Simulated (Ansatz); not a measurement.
# Y on Ni(100): change of the work function, part 4 of 4

Aim: the work function of Ni(100) at several coverages of Y (hollow site), and the dipole that each adsorbate carries.

Ansatz 0.2.0; plane-wave DFT, PBE, Ansatz PAW.

So far, work function, upper face (eV): step 2 (the clean slab) 4.88; step 3 (37 atoms, coverage 0.111 ML, cell 3x3) 2.78.

## (4) The covered slab, k-mesh 6×6×1, coverage 0.25 ML (continued)

Projected DOS per atom, spin up over height of the atomic layer and energy from the Fermi level. Layers: Ni4 Ni4 Ni4 Ni4 Y from below.

Values in states/eV, 22 rows by 5 columns, each cell a mean:
```
0.07 0.09 0.07 0.19 2.54
0.14 0.18 0.12 0.17 1.43
0.12 0.11 0.15 0.14 0.89
0.14 0.13 0.15 0.17 0.79
0.20 0.19 0.24 0.29 0.41
1.15 1.17 1.37 1.33 0.24
2.25 1.61 1.36 1.73 0.37
1.82 1.27 1.35 1.68 0.56
1.67 0.81 0.97 1.62 0.56
1.46 1.57 1.50 1.52 0.44
0.99 1.06 0.98 0.92 0.13
0.65 0.80 0.77 0.66 0.06
0.62 1.32 1.22 0.59 0.10
0.35 0.71 0.70 0.37 0.11
0.18 0.35 0.37 0.19 0.07
0.10 0.18 0.18 0.11 0.04
0.07 0.13 0.13 0.08 0.03
0.05 0.08 0.08 0.06 0.02
0.07 0.09 0.08 0.08 0.03
0.02 0.06 0.06 0.03 0.01
0.01 0.05 0.05 0.02 0.00
0.01 0.05 0.05 0.02 0.00
```
Columns: height of the atomic layer (Å) from 9 to 16.2; rows upwards: energy from the Fermi level (eV) from -7.96 to 1.95.

Projected DOS per atom, spin down over height of the atomic layer and energy from the Fermi level. Layers: Ni4 Ni4 Ni4 Ni4 Y from below.

Ten even steps from '0' (0.00 states/eV) to '9' (2.62 states/eV), each cell a mean:
```
00009
00004
00003
33212
75541
64441
64462
54552
33452
33341
12220
24420
12210
01100
00000
00000
00000
00000
00000
00000
00000
00000
```
Columns: height of the atomic layer (Å) from 9 to 16.2; rows upwards: energy from the Fermi level (eV) from -7.96 to 1.95.

Site moment by atom:

| atom | site moment (μB) |
| --- | --- |
| Ni1 | 0.755 |
| Ni2 | 0.685 |
| Ni3 | 0.641 |
| Ni4 | 0.376 |
| Ni5 | 0.765 |
| Ni6 | 0.685 |
| Ni7 | 0.613 |
| Ni8 | 0.376 |
| Ni9 | 0.765 |
| Ni10 | 0.685 |
| Ni11 | 0.613 |
| Ni12 | 0.376 |
| Ni13 | 0.755 |
| Ni14 | 0.685 |
| Ni15 | 0.567 |
| Ni16 | 0.376 |
| Y17 | -0.069 |

Spin density in the ca plane at fractional y = 0.250, with atoms of Ni and Y within 0.2 Å of it.

Values in units of 1e-1 e/Å³, 7 rows by 16 columns, each cell a mean:
```
 0.0  0.6  0.3 -0.1  0.0  0.7  0.0  0.0  0.0  0.0  0.0  0.0  0.0  0.0  0.0  0.0
 0.0  7.7  4.3 -0.1  0.3  9.7  0.1  0.0  0.0  0.0  0.0  0.0  0.0  0.0  0.0  0.0
 0.0  1.4  0.8 -0.1  0.0  1.8  0.0  0.0  0.0  0.0  0.0  0.0  0.0  0.0  0.0  0.0
 0.0  0.0 -0.1 -0.1 -0.1  0.0 -0.1 -0.1 -0.1  0.0  0.0  0.0  0.0  0.0  0.0  0.0
 0.0  3.7  2.1 -0.1  0.1  4.8  0.1 -0.1 -0.1 -0.1  0.0  0.0  0.0  0.0  0.0  0.0
 0.0  5.8  3.3 -0.1  0.1  7.6  0.1 -0.1 -0.1 -0.1  0.0  0.0  0.0  0.0  0.0  0.0
 0.0  0.1  0.0 -0.1 -0.1  0.1 -0.1 -0.1 -0.1 -0.1  0.0  0.0  0.0  0.0  0.0  0.0
```
Columns run along c (16.0 Å, from fractional 0.28 to 0.89 of the cell), rows up along a (5.0 Å). Atoms in or near the plane, at fractional coordinates: Ni at (0.35, 0.25), Ni at (0.48, 0.25), Ni at (0.35, 0.75), Ni at (0.48, 0.75), Y at (0.62, 0.25).

Valence density in the ca plane at fractional y = 0.250, with atoms of Ni and Y within 0.2 Å of it. It is the smooth field of the valence electrons, not physical close to the nuclei.

Values in e/Å³, 7 rows by 16 columns, each cell a mean:
```
 0  1  1  0  0  2  0  0  0  0  0  0  0  0  0  0
 0 16  9  0  1 23  1  0  0  0  0  0  0  0  0  0
 0  3  2  0  0  4  0  0  0  0  0  0  0  0  0  0
 0  0  0  0  0  0  0  0  0  0  0  0  0  0  0  0
 0  8  5  0  1 11  1  0  2  2  0  0  0  0  0  0
 0 12  7  0  1 18  1  0  2  3  0  0  0  0  0  0
 0  0  0  0  0  1  0  0  0  1  0  0  0  0  0  0
```
Columns run along c (16.0 Å, from fractional 0.28 to 0.89 of the cell), rows up along a (5.0 Å). Atoms in or near the plane, at fractional coordinates: Ni at (0.35, 0.25), Ni at (0.48, 0.25), Ni at (0.35, 0.75), Ni at (0.48, 0.75), Y at (0.62, 0.25).

Electrostatic potential energy in the ca plane at fractional y = 0.250, with atoms of Ni and Y within 0.2 Å of it. With pseudopotentials it is smooth inside the atoms' cores, unlike the true potential.

Ten even steps from '0' (-58 eV) to '9' (7 eV), each cell a mean:
```
99998889999999889999999999999999999999999999
99973258999986326899999999999999999999999999
99840016999972002899999999999999999999999999
99840016999972002899999999999999999999999999
99973258999986336899999999999999999999999999
99998889999999889999999999999999999999999999
99999899999999999999999887889999999999999999
99986579999998657999998644688999999999999999
99851037999984103899986200268999999999999999
99830016999982001799985100158999999999999999
99851037999984103899986200268999999999999999
99986579999998667999998644688999999999999999
99999999999999999999999888889999999999999999
```
Columns run along c (16.0 Å, from fractional 0.28 to 0.89 of the cell; values clipped at the 3rd and 97th percentile), rows up along a (5.0 Å). Atoms in or near the plane, at fractional coordinates: Ni at (0.35, 0.25), Ni at (0.48, 0.25), Ni at (0.35, 0.75), Ni at (0.48, 0.75), Y at (0.62, 0.25).

The relaxation took 7 steps and lowered the energy by 1.6 eV; the largest force on the free atoms ends at 0.0093 eV/Å.

By hand: a sheet of dipoles makes a step −p/(ε₀A) in the electron's potential. With e/ε₀ = 180.95 V·Å, p = 0.3461 e·Å and A = 24.78 Å², that is −180.95 × (0.3461) / 24.78 = -2.527 eV, and the two vacuum levels of the run differ by -2.527 eV.

The covered face has 2.37 eV, -2.51 eV against the clean one; the bare back face has moved by +0.02 eV, a measure of how thin the slab is.

## (5) Work function against coverage

This step: plane-wave DFT, PBE, Ansatz PAW; work function against coverage (Ansatz 0.2.0).

The runs are now put side by side.

Numbers from this step:

```
work function of the clean face     : 4.883 eV
largest change of the work function : -2.512 eV
```

Work function of the covered face against coverage:

| coverage (adsorbates/nm²) | work function of the covered face (eV) |
| --- | --- |
| 0.00 | 4.88 |
| 1.79 | 2.78 |
| 4.04 | 2.37 |

The dipole per adsorbate comes from the change of the cell's dipole. Coverage, by row:

| coverage (1/nm²) | coverage (ML) | work function (eV) | change (eV) | dipole per adsorbate, positive end outwards (debye) | mean height of the added atoms over the highest substrate atom (Å) |
| --- | --- | --- | --- | --- | --- |
| 1.793 | 0.1111 | 2.782 | -2.1 | 3.133 | 1.871 |
| 4.035 | 0.25 | 2.371 | -2.512 | 1.662 | 1.882 |

## (6) Outcome

```
work function of the clean face                        : 4.88 eV
work function at 0.11 ML                               : 2.78 eV
work function at 0.25 ML                               : 2.37 eV
dipole per adsorbate at 0.11 ML, positive end outwards : 3.13 D
```

**Reading.** Y lowers the work function of Ni(100) at the lowest coverage, by 2.10 eV: the adsorbate layer has its positive end outwards. The slab has 4 layers, at the tabulated experimental lattice constant, one starting site was run, and quantum-size effects of a slab this thin can reach one or two tenths of an eV. The magnetic order is the one reached from the typed start; other orders were not compared.

[Long decimals in the printed logs are rounded to 6 places.]

[Logs are printed without paths, hosts, clocks, repeated set-up lines and the standing remarks that a program may print on its own settings, such as how far it seeks lower states.]

[Hosts, paths, dates, database ids (printed as entryN), source tags and the programs' standing remarks are cut or masked in the printed files.]

[Maps of the electrostatic potential energy from Ansatz leave out the sawtooth potential of an applied field or a dipole correction, so their vacuum need not be flat; planar profiles and work functions include it.]
